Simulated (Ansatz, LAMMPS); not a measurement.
# Squeezing and shearing glassy 64SiO2-28Al2O3-4SrO-4Li2O (mol %) (88 atoms), part 2 of 4

Aim: relax glassy 64SiO2-28Al2O3-4SrO-4Li2O (mol %) (88 atoms), then change its volume and shape to read moduli from the stress.

Ansatz 0.2.0; Kohn-Sham DFT, PBE, PAW (set soft_2), plane waves.

The cell: 16 Si, 14 Al, 1 Sr, 2 Li and 55 O. The quench rate of 200 K/ps is orders of magnitude faster than experiment. The starting topology of bonds comes from the classical model. The Brillouin zone is sampled at Γ only.

So far. Step 2 (Single point at the start): The r.m.s. force at the start is 1.2 eV/Å.

## 3. Cell and atoms relaxed

The cell is relaxed with the atoms, since the starting lattice needn't suit this functional.

File input.yaml:

```yaml
crystal:
  lattice:
    - [10.27707, 0.0, 0.0]
    - [0.0, 10.27707, 0.0]
    - [0.0, 0.0, 10.27707]
  atoms:
    [... the 88 atom lines of step 2 ...]
kpoints:
  mp_grid: { grid: [1, 1, 1] }
hamiltonian:
  xc: pbe
scf:
  occupations: { method: fermi_dirac, width: 0.05 }
output:
  forces: true
relax:
  f_tol: 0.05
  max_steps: 150
  cell: {}
```

On the command line:

```sh
> ansatz run input.yaml --threads 4 --pin off --max-ram 8192MiB --backend cpu --events-out ev --progress --plain --runs-dir out
```

The log of the run:

```text
[...]
Crystal: 88 atoms, lattice volume = 1085.445 Å³
Basis set: ecut = 420 eV, 21247 PW (Γ), exchange–correlation on 144×144×144 points (8 copies of the dense FFT grid, shifted against one another)
Bands: 314, of which v1, the nominal top of the filled ones, is band 226 counted from 1 (225 counted from 0)
Symmetry: 1 space group operations
[...]
k-points: 1
[...]
SCF iter   1: F=—  HF=-52958.043232 eV  |F-HF|=—  |Δ(HF+E_count)|=         —  Δρ=2.32e-3  dr2=6.68e-2  ethr=1.77e-3  ⟨swp⟩=7.0  Hψ=1549  notcnv=0  defer=16
[...]
SCF iter   8: F=—  HF=-52958.061899 eV  |F-HF|=—  |Δ(HF+E_count)|=   1.06e-6  Δρ=6.61e-6  dr2=3.78e-7  ethr=2.55e-10  ⟨swp⟩=2.0  Hψ=456  notcnv=0  defer=70
SCF iter   9: F=-52958.061899 eV  HF=-52958.061899 eV  |F-HF|=1.79e-8  |Δ(HF+E_count)|=   2.47e-8  Δρ=1.48e-6  dr2=2.52e-8  ethr=2.21e-11  ⟨swp⟩=2.0  Hψ=998  notcnv=0
SCF 1 converged in 9 iterations: F = -52958.061899 eV  dr2 = 2.52e-8
[...]
relax step   1: F+E_penalty+E_count = -52958.06189908 eV  Δ(F+E_penalty+E_count) = +0.000e0 eV  max|allowed force component| = 3.910e0 eV/Å  Δτ_max = 0.0000 Å  P = +9.719 GPa  Ω = 1085.445 Å³  (9 SCF iters, dr2 threshold 1.00e-7 eV, accepted)
[... from here on, the SCF cycles and remarks between the steps are left out ...]
relax step   2: F+E_penalty+E_count = -52961.76688572 eV  Δ(F+E_penalty+E_count) = -3.705e0 eV  max|allowed force component| = 2.400e0 eV/Å  Δτ_max = 0.1949 Å  P = +5.092 GPa  Ω = 1105.371 Å³  energy of the carried Pulay correction = -7.152e-2 eV  (7 SCF iters, dr2 threshold 8.80e-6 eV, accepted)
relax step   3: F+E_penalty+E_count = -52964.69715386 eV  Δ(F+E_penalty+E_count) = -2.930e0 eV  max|allowed force component| = 1.045e0 eV/Å  Δτ_max = 0.1947 Å  P = +0.149 GPa  Ω = 1126.202 Å³  energy of the carried Pulay correction = -1.449e-1 eV  (8 SCF iters, dr2 threshold 8.80e-6 eV, accepted)
relax step   4: F+E_penalty+E_count = -52965.32723585 eV  Δ(F+E_penalty+E_count) = -6.301e-1 eV  max|allowed force component| = 5.554e-1 eV/Å  Δτ_max = 0.1948 Å  P = -0.374 GPa  Ω = 1127.062 Å³  energy of the carried Pulay correction = -1.479e-1 eV  (7 SCF iters, dr2 threshold 8.80e-6 eV, accepted)
relax step   5: F+E_penalty+E_count = -52965.65304508 eV  Δ(F+E_penalty+E_count) = -3.258e-1 eV  max|allowed force component| = 5.760e-1 eV/Å  Δτ_max = 0.1973 Å  P = -0.651 GPa  Ω = 1128.672 Å³  energy of the carried Pulay correction = -1.535e-1 eV  (7 SCF iters, dr2 threshold 8.80e-6 eV, accepted)
relax step   6: F+E_penalty+E_count = -52965.83317125 eV  Δ(F+E_penalty+E_count) = -1.801e-1 eV  max|allowed force component| = 3.517e-1 eV/Å  Δτ_max = 0.1947 Å  P = -0.243 GPa  Ω = 1127.641 Å³  energy of the carried Pulay correction = -1.499e-1 eV  (7 SCF iters, dr2 threshold 8.80e-6 eV, accepted)
relax step   7: F+E_penalty+E_count = -52965.93966557 eV  Δ(F+E_penalty+E_count) = -1.065e-1 eV  max|allowed force component| = 2.785e-1 eV/Å  Δτ_max = 0.0581 Å  P = -0.009 GPa  Ω = 1127.115 Å³  energy of the carried Pulay correction = -1.481e-1 eV  (6 SCF iters, dr2 threshold 7.73e-6 eV, accepted)
relax step   8: F+E_penalty+E_count = -52966.07359119 eV  Δ(F+E_penalty+E_count) = -1.339e-1 eV  max|allowed force component| = 2.808e-1 eV/Å  Δτ_max = 0.2000 Å  P = +0.026 GPa  Ω = 1126.073 Å³  energy of the carried Pulay correction = -1.445e-1 eV  (8 SCF iters, dr2 threshold 4.85e-6 eV, accepted)
relax step   9: F+E_penalty+E_count = -52966.14049386 eV  Δ(F+E_penalty+E_count) = -6.690e-2 eV  max|allowed force component| = 1.759e-1 eV/Å  Δτ_max = 0.0795 Å  P = -0.027 GPa  Ω = 1127.931 Å³  energy of the carried Pulay correction = -1.509e-1 eV  (7 SCF iters, dr2 threshold 4.93e-6 eV, accepted)
relax step  10: F+E_penalty+E_count = -52966.22597992 eV  Δ(F+E_penalty+E_count) = -8.549e-2 eV  max|allowed force component| = 1.569e-1 eV/Å  Δτ_max = 0.2000 Å  P = -0.099 GPa  Ω = 1127.136 Å³  energy of the carried Pulay correction = -1.482e-1 eV  (8 SCF iters, dr2 threshold 1.93e-6 eV, accepted)
relax step  11: F+E_penalty+E_count = -52966.25999997 eV  Δ(F+E_penalty+E_count) = -3.402e-2 eV  max|allowed force component| = 1.902e-1 eV/Å  Δτ_max = 0.0909 Å  P = -0.147 GPa  Ω = 1125.722 Å³  energy of the carried Pulay correction = -1.432e-1 eV  (7 SCF iters, dr2 threshold 1.54e-6 eV, accepted)
relax step  12: F+E_penalty+E_count = -52966.28755119 eV  Δ(F+E_penalty+E_count) = -2.755e-2 eV  max|allowed force component| = 1.103e-1 eV/Å  Δτ_max = 0.0636 Å  P = +0.076 GPa  Ω = 1123.902 Å³  energy of the carried Pulay correction = -1.369e-1 eV  (6 SCF iters, dr2 threshold 2.26e-6 eV, accepted)
relax step  13: F+E_penalty+E_count = -52966.30333224 eV  Δ(F+E_penalty+E_count) = -1.578e-2 eV  max|allowed force component| = 1.351e-1 eV/Å  Δτ_max = 0.1428 Å  P = -0.080 GPa  Ω = 1123.624 Å³  energy of the carried Pulay correction = -1.359e-1 eV  (7 SCF iters, dr2 threshold 7.60e-7 eV, accepted)
[...]
relax step  22: F+E_penalty+E_count = -52966.46174587 eV  Δ(F+E_penalty+E_count) = -4.160e-2 eV  max|allowed force component| = 2.746e-1 eV/Å  Δτ_max = 0.0886 Å  P = -0.089 GPa  Ω = 1119.758 Å³  energy of the carried Pulay correction = -1.224e-1 eV  (7 SCF iters, dr2 threshold 1.45e-6 eV, accepted)
relax step  23: F+E_penalty+E_count = -52966.53787519 eV  Δ(F+E_penalty+E_count) = -7.613e-2 eV  max|allowed force component| = 3.773e-1 eV/Å  Δτ_max = 0.1448 Å  P = -0.059 GPa  Ω = 1116.874 Å³  energy of the carried Pulay correction = -1.122e-1 eV  (7 SCF iters, dr2 threshold 4.71e-6 eV, accepted)
relax step  24: F+E_penalty+E_count = -52966.62864904 eV  Δ(F+E_penalty+E_count) = -9.077e-2 eV  max|allowed force component| = 7.838e-1 eV/Å  Δτ_max = 0.1946 Å  P = +0.057 GPa  Ω = 1115.479 Å³  energy of the carried Pulay correction = -1.073e-1 eV  (7 SCF iters, dr2 threshold 8.80e-6 eV, accepted)
relax step  25: F+E_penalty+E_count = -52966.78874282 eV  Δ(F+E_penalty+E_count) = -1.601e-1 eV  max|allowed force component| = 6.522e-1 eV/Å  Δτ_max = 0.2000 Å  P = +0.146 GPa  Ω = 1117.267 Å³  energy of the carried Pulay correction = -1.136e-1 eV  (7 SCF iters, dr2 threshold 8.80e-6 eV, accepted)
[...]
relax step  38: F+E_penalty+E_count = -52967.11717837 eV  Δ(F+E_penalty+E_count) = +2.897e-4 eV  max|allowed force component| = 2.037e-1 eV/Å  Δτ_max = 0.0411 Å  P = -0.012 GPa  Ω = 1126.848 Å³  energy of the carried Pulay correction = -1.472e-1 eV  (6 SCF iters, dr2 threshold 1.02e-6 eV, accepted)
relax step  39: F+E_penalty+E_count = -52967.12507415 eV  Δ(F+E_penalty+E_count) = -7.896e-3 eV  max|allowed force component| = 5.297e-2 eV/Å  Δτ_max = 0.0463 Å  P = -0.005 GPa  Ω = 1126.927 Å³  energy of the carried Pulay correction = -1.474e-1 eV  (5 SCF iters, dr2 threshold 2.59e-6 eV, accepted)
relax step  40: F+E_penalty+E_count = -52967.12632289 eV  Δ(F+E_penalty+E_count) = -1.249e-3 eV  max|allowed force component| = 5.625e-2 eV/Å  Δτ_max = 0.0536 Å  P = -0.002 GPa  Ω = 1126.974 Å³  energy of the carried Pulay correction = -1.476e-1 eV  (7 SCF iters, dr2 threshold 1.75e-7 eV, accepted)
relax step  41: F+E_penalty+E_count = -52967.12869971 eV  Δ(F+E_penalty+E_count) = -2.377e-3 eV  max|allowed force component| = 2.656e-2 eV/Å  Δτ_max = 0.0242 Å  P = +0.004 GPa  Ω = 1127.012 Å³  energy of the carried Pulay correction = -1.477e-1 eV  (7 SCF iters, dr2 threshold 1.98e-7 eV, accepted)
relax step  42: F+E_penalty+E_count = -52967.46017350 eV  Δ(F+E_penalty+E_count) = -3.315e-1 eV  max|allowed force component| = 2.576e-2 eV/Å  Δτ_max = 0.0000 Å  P = +0.468 GPa  Ω = 1127.012 Å³  stress off target by 1.06e0 GPa  SCF on the basis re-selected at this cell (its energy is not comparable with the rows above)  (9 SCF iters)
relax step  43: F+E_penalty+E_count = -52967.45759640 eV  Δ(F+E_penalty+E_count) = +2.577e-3 eV  max|allowed force component| = 9.998e-2 eV/Å  Δτ_max = 0.0384 Å  P = -0.231 GPa  Ω = 1135.372 Å³  energy of the carried Pulay correction = -3.060e-2 eV  (6 SCF iters, dr2 threshold 2.83e-6 eV, accepted)
relax step  44: F+E_penalty+E_count = -52967.46393456 eV  Δ(F+E_penalty+E_count) = -6.338e-3 eV  max|allowed force component| = 8.106e-2 eV/Å  Δτ_max = 0.0901 Å  P = +0.043 GPa  Ω = 1136.347 Å³  energy of the carried Pulay correction = -3.433e-2 eV  (7 SCF iters, dr2 threshold 6.25e-7 eV, accepted)
relax step  45: F+E_penalty+E_count = -52967.46636828 eV  Δ(F+E_penalty+E_count) = -2.434e-3 eV  max|allowed force component| = 4.701e-2 eV/Å  Δτ_max = 0.0288 Å  P = +0.003 GPa  Ω = 1136.471 Å³  energy of the carried Pulay correction = -3.479e-2 eV  (7 SCF iters, dr2 threshold 4.11e-7 eV, accepted)
relax step  46: F+E_penalty+E_count = -52967.50049033 eV  Δ(F+E_penalty+E_count) = -3.412e-2 eV  max|allowed force component| = 4.693e-2 eV/Å  Δτ_max = 0.0000 Å  P = +0.018 GPa  Ω = 1136.471 Å³  stress off target by 7.81e-2 GPa  SCF on the basis re-selected at this cell (its energy is not comparable with the rows above)  (6 SCF iters)
relax step  47: F+E_penalty+E_count = -52967.50077447 eV  Δ(F+E_penalty+E_count) = -2.841e-4 eV  max|allowed force component| = 1.835e-2 eV/Å  Δτ_max = 0.0151 Å  P = +0.010 GPa  Ω = 1136.695 Å³  energy of the carried Pulay correction = -9.342e-4 eV  (8 SCF iters, dr2 threshold 1.53e-8 eV, accepted)
relax step  48: F+E_penalty+E_count = -52967.50155586 eV  Δ(F+E_penalty+E_count) = -7.814e-4 eV  max|allowed force component| = 1.832e-2 eV/Å  Δτ_max = 0.0000 Å  P = +0.011 GPa  Ω = 1136.695 Å³  stress off target by 2.00e-2 GPa  SCF on the basis re-selected at this cell (its energy is not comparable with the rows above)  (5 SCF iters)
[...]
SCF converged after 5 iterations
Free energy (F): -52967.501556 eV
[...]
Internal energy: -52967.501556 eV  (E = F + TS)
E sigma→0 (E₀):  -52967.501556 eV
Fermi energy:    5.363305 eV
[...]
Σ components = -52967.501556   (vs F -52967.501556, Δ=0.00e0)
--- Forces (eV/Å), atoms counted from 1 ---
  atom   1  Si    -0.00334207    -0.00387904     0.00559259
  atom   2  Si    -0.00996988    -0.00268502     0.00274797
  atom   3  Si    -0.00900579    -0.00255287    -0.00273433
  atom   4  Si    -0.00410165    -0.00159402    -0.00671492
[...]
atom  88  O     -0.00319621     0.00366595    -0.00494354
  max |Σ_I F_I| component: 1.14e-4 eV/Å
--- Stress (GPa, compression-positive) ---
        0.008099       0.005437      -0.007126
        0.005439       0.016285       0.006341
       -0.007119       0.006337       0.007863
  P = ⅓ Tr σ = 0.0107 GPa (0.107 kbar)
--- Relaxed structure (45 steps of the walk, 45 accepted, 3 SCFs on fresh bases) ---
  F+E_penalty+E_count = -52967.50155586 eV   max|allowed force component| = 1.832e-2 eV/Å   (the final SCF, on the basis selected at the relaxed cell)
  cell:  # Å, volume = 1136.6946 Å³
    - [10.081055, -0.020371, -0.135689]
    - [-0.020371, 10.513017, 0.356487]
    - [-0.135689, 0.356487, 10.739262]
  atoms:
    - { symbol: Si, position: [0.756780, 0.174321, 0.733704] }
    - { symbol: Si, position: [0.610245, 0.594234, 0.806860] }
    - { symbol: Si, position: [0.414613, 0.436848, 0.223697] }
    - { symbol: Si, position: [0.621877, 0.237074, 0.203397] }
[...]
- { symbol: O, position: [0.911595, 0.742389, 0.254897] }
```

Wall time 5.2 min (4 threads of Intel Xeon Platinum 8488C (Sapphire Rapids), shared host); peak memory 1.4 GiB; 18 min of CPU time.

The relaxation converged after 45 steps, with a largest force component of 0.018 eV/Å.

## 4. Single point at the relaxed geometry

One more single point at the end of the walk gives the fuller output and checks the residual forces.

File input.yaml:

```yaml
crystal:
  lattice:
    - [10.08106, -0.02037, -0.13569]
    - [-0.02037, 10.51302, 0.35649]
    - [-0.13569, 0.35649, 10.73926]
  atoms:
    - { symbol: Si, position: [0.75678, 0.17432, 0.7337] }
    - { symbol: Si, position: [0.61024, 0.59423, 0.80686] }
    - { symbol: Si, position: [0.41461, 0.43685, 0.2237] }
    - { symbol: Si, position: [0.62188, 0.23707, 0.2034] }
    - { symbol: Si, position: [0.87703, 0.12802, 0.2909] }
    - { symbol: Si, position: [0.36608, 0.45646, 0.71629] }
    [... 76 atom lines left out ...]
    - { symbol: O, position: [0.73557, 0.20713, 0.31545] }
    - { symbol: O, position: [0.24899, 0.51732, 0.63019] }
    - { symbol: O, position: [0.53649, 0.53838, 0.23729] }
    - { symbol: O, position: [0.30766, 0.46253, 0.33016] }
    - { symbol: O, position: [0.09025, 0.85087, 0.4829] }
    - { symbol: O, position: [0.9116, 0.74239, 0.2549] }
kpoints:
  mp_grid: { grid: [1, 1, 1] }
hamiltonian:
  xc: pbe
scf:
  occupations: { method: fermi_dirac, width: 0.05 }
output:
  forces: true
  stress: true
  populations: intrinsic
  dos:
    method: { smearing: { sigma: 0.08 } }
    de: 0.1
    projected: { site_lists: { Al: [Al], Li: [Li], O: [O], Si: [Si], Sr: [Sr] } }
  eigenvalues: true
  write_density: true
  write_potential: true
  volumetric_format: npy
  elf: true
```

The log of the run:

```text
[...]
Crystal: 88 atoms, lattice volume = 1136.695 Å³
Basis set: ecut = 420 eV, 22215 PW (Γ), exchange–correlation on 144×144×144 points (8 copies of the dense FFT grid, shifted against one another)
Bands: 314, of which v1, the nominal top of the filled ones, is band 226 counted from 1 (225 counted from 0)
Symmetry: 1 space group operations
[...]
k-points: 1
[...]
SCF iter   1: F=—  HF=-52967.494685 eV  |F-HF|=—  |Δ(HF+E_count)|=         —  Δρ=2.10e-3  dr2=6.76e-2  ethr=1.77e-3  ⟨swp⟩=7.0  Hψ=1623  notcnv=0  defer=35
[...]
SCF iter   9: F=-52967.501552 eV  HF=-52967.501552 eV  |F-HF|=5.38e-9  |Δ(HF+E_count)|=   2.00e-8  Δρ=1.34e-6  dr2=2.27e-8  ethr=2.21e-11  ⟨swp⟩=20.0  Hψ=2639  notcnv=0
SCF 1 converged in 9 iterations: F = -52967.501552 eV  dr2 = 2.27e-8
[...]
SCF converged after 9 iterations
Free energy (F): -52967.501552 eV
[...]
Internal energy: -52967.501552 eV  (E = F + TS)
E sigma→0 (E₀):  -52967.501552 eV
Fermi energy:    5.363404 eV
[...]
--- Forces (eV/Å), atoms counted from 1 ---
  atom   1  Si    -0.00385962    -0.00386580     0.00640709
  atom   2  Si    -0.00893975    -0.00045103     0.00500081
  atom   3  Si    -0.00755621    -0.00302858    -0.00390840
  atom   4  Si    -0.00541837    -0.00089406    -0.00795094
  atom   5  Si    -0.00706873    -0.00048076     0.00641991
  atom   6  Si     0.00210798     0.00255141    -0.00059663
  atom   7  Si     0.00563818     0.01075923    -0.00489722
  atom   8  Si    -0.00564517    -0.00750721    -0.01014980
  atom   9  Si    -0.00841658    -0.00081610    -0.01183624
  atom  10  Si    -0.00196234     0.00984559    -0.00067347
  atom  11  Si     0.00024954     0.00164186     0.00097548
  atom  12  Si    -0.00222190    -0.00316381     0.00795538
  atom  13  Si    -0.01408531    -0.00244797    -0.00501144
  atom  14  Si     0.00924704     0.00853644    -0.00470302
[...]
atom  87  O     -0.00187181     0.00190522    -0.00297469
  atom  88  O     -0.00428391     0.00383708    -0.00572340
  max |Σ_I F_I| component: 1.51e-4 eV/Å
--- Stress (GPa, compression-positive) ---
        0.008333       0.004884      -0.007165
        0.004887       0.015423       0.005657
       -0.007158       0.005653       0.007729
  P = ⅓ Tr σ = 0.0105 GPa (0.105 kbar)
--- Band table (eV) ---
[...]
--- intrinsic populations: 88 sites ---
  site symbol       q [e]
     0     Si      2.3404
     1     Si      2.2736
     2     Si      2.2410
[...]
87      O      6.8643
  spilling = 0.000000 (of n_electrons = 452.000000)
```

The job ended after 11 s (4 threads; peak memory 1.4 GiB; 40 s of CPU time).

Numbers from this run:

```yaml
free_energy: -52967.5016 eV
free_energy_per_atom: -601.9034 eV/atom
scf_cycles: 9
pressure: 0.01049 GPa
r_m_s_force_component: 0.00542 eV/Å
longest_force: 0.02401 eV/Å
fermi_energy: 5.363 eV
spacing_of_highest_filled_and_lowest_empty_level: 4.153 eV
```

Intrinsic-atomic-orbital charges by element and coordination:

```tsv
element	coordination	atoms	mean charge (e)	spread	least	most
Al	all	14	1.35	0.027	1.29	1.41
Al	4	12	1.35	0.0278	1.29	1.41
Al	5	2	1.34	0.0166	1.32	1.36
Li	all	2	0.849	0.0134	0.836	0.862
O	all	55	-0.909	0.0461	-1.08	-0.821
O	2	29	-0.895	0.0242	-0.958	-0.858
O	3	25	-0.919	0.0507	-1.02	-0.821
O	4	1	-1.08	0	-1.08	-1.08
Si	all	16	1.72	0.0235	1.66	1.76
Sr	all	1	1.87	0	1.87	1.87
```

Density of states as counts of states in windows of 1 eV (from the Fermi level), total and the larger projections:

```tsv
from (eV)	to (eV)	total	O p	Si p	Al p
-10	-9	11.2	7.8	0.7	0.2
-9	-8	18.6	13.7	1.7	0.4
-8	-7	35.0	26.9	4.0	1.2
-7	-6	35.7	28.6	3.0	2.1
-6	-5	49.5	42.0	2.2	2.4
-5	-4	56.7	51.8	1.2	1.5
-4	-3	71.1	67.2	0.9	1.0
-3	-2	39.0	37.6	0.2	0.5
-2	-1	0.5	0.5	0.0	0.0
-1	1	0.0	0.0	0.0	0.0
1	2	0.1	0.0	0.0	0.0
2	3	1.9	0.0	0.0	0.1
3	4	5.5	0.6	0.5	1.0
4	5	16.1	1.7	1.7	3.5
```

The curve was stored every 0.10 eV, coarse against its broadening of 0.08 eV, so these counts are rough.

Between -26 and -10 eV lie 129 more states.

The levels nearest the highest filled one (over half full), pooled over k-points and spins:

```tsv
level less the highest filled one (eV)	occupation
-0.486	2
-0.371	2
-0.343	2
-0.136	2
-0.0555	2
0	2
4.15	0
5.65	0
5.89	0
6.01	0
6.14	0
6.25	0
```

Electrostatic potential energy in the ab plane at fractional z = 0.003, with atoms of Si and Al and Li and O within 0.2 Å of it. With pseudopotentials it is smooth inside the atoms' cores, unlike the true potential.

Ten even steps from '0' (-34 eV) to '9' (11 eV), each cell a mean:
```
8999999988899645899999987777
8999999865688523899999734556
8999999853478867888899744557
8999999875689998743689888778
8899999998899998511489999999
9999999999999998744689999999
9999999999999999888899999999
9999999999999999999999999999
9999999999999999999999999999
9998899999999999999999999999
9997688889999999999998789999
9998753468999999999865578999
9998610037899999998610037999
9998500027899999998400016899
9998742258999999998610036689
9986336788999999999865674368
6772004889999999999988887666
4573005778988999999999998655
6477664236732688889999997567
5578861003611476678999997556
5788863014776755446899998765
8899875567898755646899999888
9999976788999755546899999999
9999998999999876678999999888
```
Columns run along a (10.1 Å; values clipped at the 3rd and 97th percentile), rows up along b (10.5 Å). Atoms in or near the plane, at fractional coordinates: Si at (0.77, 0.43), Al at (0.97, 0.21), Li at (0.64, 0.81), O at (0.16, 0.29).

ELF in the ab plane at fractional z = 0.003, with atoms of Si and Al and Li and O within 0.2 Å of it. It is the smooth field of the valence electrons, not physical close to the nuclei.

Ten even steps from '0' (0.03 × 1e-1) to '9' (9.82 × 1e-1), each cell a mean:
```
2000134310026888741014676422
1100000013117888741026888731
4441000026405788510026888632
7764100001102454146204666324
8875101331100010299501231126
7764101344200000046200000026
4421000122100012100000000013
0001110000000022200001210000
0135652000000001000014664200
0478874100000000000025777410
0478874111100000011025787410
0357763234310000233224775200
0024421255320000234311232100
0001210144210000012212134442
1013674122100000001221378775
1147787310000000024542477886
1378567410123200024431267875
0488678522577740011210036631
0256676325788862000000012100
0011122115877873000000000000
4200256523677740001111000134
6401578752234310000110000256
6401578752001121000000000246
4200477641013676520000221124
```
Columns run along a (10.1 Å), rows up along b (10.5 Å). Atoms in or near the plane, at fractional coordinates: Si at (0.77, 0.43), Al at (0.97, 0.21), Li at (0.64, 0.81), O at (0.16, 0.29).

Filled and empty levels are parted by 4.15 eV (at Γ alone); a semilocal functional tends to put such gaps too low. In a disordered cell it changes from sample to sample, and tail or defect levels can set it. Mean intrinsic-atomic-orbital charges: Al +1.35, Li +0.85, O -0.91, Si +1.72, Sr +1.87 e.

(Part 2 of 4 ends here.)

[Long decimals in the printed logs are rounded to 6 places.]

[Logs are printed without paths, hosts, clocks, repeated set-up lines and the standing remarks that a program may print on its own settings, such as how far it seeks lower states.]

[Hosts, paths, dates, database ids (printed as entryN), source tags and the programs' standing remarks are cut or masked in the printed files.]
